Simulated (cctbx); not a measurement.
**What is wrong with this refinement?**

Cell a = 4.0660 Å, b = 12.5340 Å, c = 6.8540 Å, α = 90.00°, β = 90.00°, γ = 90.00°; space group Imm2 (no. 44).

The data are simulated with cctbx, not measured: Cu Kα, λ = 1.54184 Å, to d = 0.83 Å, 95 % of the full sphere, strongest reflection 70000 counts, noise from counting, a 4 % proportional error and a noise floor of 4 counts (s.d.); no absorption.

An anisotropic refinement with weights 1/σ² prints:

```text
Rint 0.030, 378 unique reflections to 0.83 A
cycle     R1     wR2    GooF  max shift (A)
   1  0.0284  0.0905   3.327   0.01872
   2  0.0281  0.0808   2.972   0.00001
final R1 0.0281 wR2 0.0808 GooF 2.972  parameters 22  data/parameter 17.2
atom        x        y        z      Ueq    occ   su(xyz)  su(Uiso or U11)
W1     0.50000  0.11596  0.47758   0.0096  1.000  0.00012  0.0005
Te1    0.50000  0.25755  0.17851   0.0094  1.000  0.00020  0.0006
Te2    0.50000  0.00000  0.84251   0.0121  1.000  0.00026  0.0008
Cr1    0.00000  0.12182  0.03171   0.0159  1.000  0.00054  0.0018
difference map: max 8.40 min -1.62 rms 0.48
Q1    0.0000  0.0000  0.3329    2    8.40  2.57 A from Cr1
Q2    0.0000  0.2491  0.6727    4    3.87  0.09 A from Te1
Q3    0.0000  0.0000  0.6116    2    3.80  2.58 A from Te2
Q4    0.0000  0.1246  0.9930    4    3.39  0.27 A from Cr1
Q5    0.0000  0.5000  0.3135    2    2.60  0.20 A from Te2
Q6    0.0000  0.3781  0.0167    4    2.54  0.28 A from W1
```

**Question.** Can this result stand? If not, what is the likely fault?

Mend it. The fault: an atom left out, O at (0, 0, 0.3231). Against the right model at the same level, R1 goes from 0.0098 to 0.0281 and GooF from 0.90 to 2.97 and the top difference peak, 8.4 e/Å³, lies 2.57 Å from Cr1. Q1 is the missing atom. With scattering power missing, scale and phases suffer, so peaks may also grow on the heavy atoms.

The compound is Cr2Te3W2O. The right model at the same level gives:

```text
Rint 0.030, 378 unique reflections to 0.83 A
cycle     R1     wR2    GooF  max shift (A)
   1  0.0098  0.0248   0.917   0.00053
   2  0.0098  0.0245   0.904   0.00013
final R1 0.0098 wR2 0.0245 GooF 0.904  parameters 26  data/parameter 14.5
atom        x        y        z      Ueq    occ   su(xyz)  su(Uiso or U11)
W1     0.50000  0.11620  0.47784   0.0108  1.000  0.00004  0.0001
Te1    0.50000  0.25750  0.17850   0.0107  1.000  0.00006  0.0002
Te2    0.50000  0.00000  0.84199   0.0134  1.000  0.00008  0.0003
Cr1    0.00000  0.12329  0.03172   0.0170  1.000  0.00017  0.0005
O1     0.00000  0.00000  0.32823   0.0176  1.000  0.00132  0.0031
Flack x: -0.003(7)
Hooft y: -0.004(9)  Bijvoet pairs: 173
difference map: max 0.47 min -0.52 rms 0.12
Q1    0.0000  0.0000  0.9447    2    0.47  1.66 A from Cr1
Q2    0.0000  0.5000  0.4822    2    0.41  0.96 A from Te2
Q3    0.1151  0.1094  0.8320    8    0.37  1.46 A from Cr1
Q4    0.2722  0.0507  0.9857    8    0.37  1.47 A from Cr1
Q5    0.0919  0.0000  0.5063    4    0.36  1.28 A from O1
Q6    0.1297  0.0638  0.1602    8    0.34  1.27 A from Cr1
```

The model is made up (kin elements in a known structure type, no relaxation), so it says nothing on whether the phase exists.

[Middle refinement cycles are left out of these outputs.]

[Logs are printed without paths, hosts, clocks, repeated set-up lines and the standing remarks that a program may print on its own settings, such as how far it seeks lower states.]
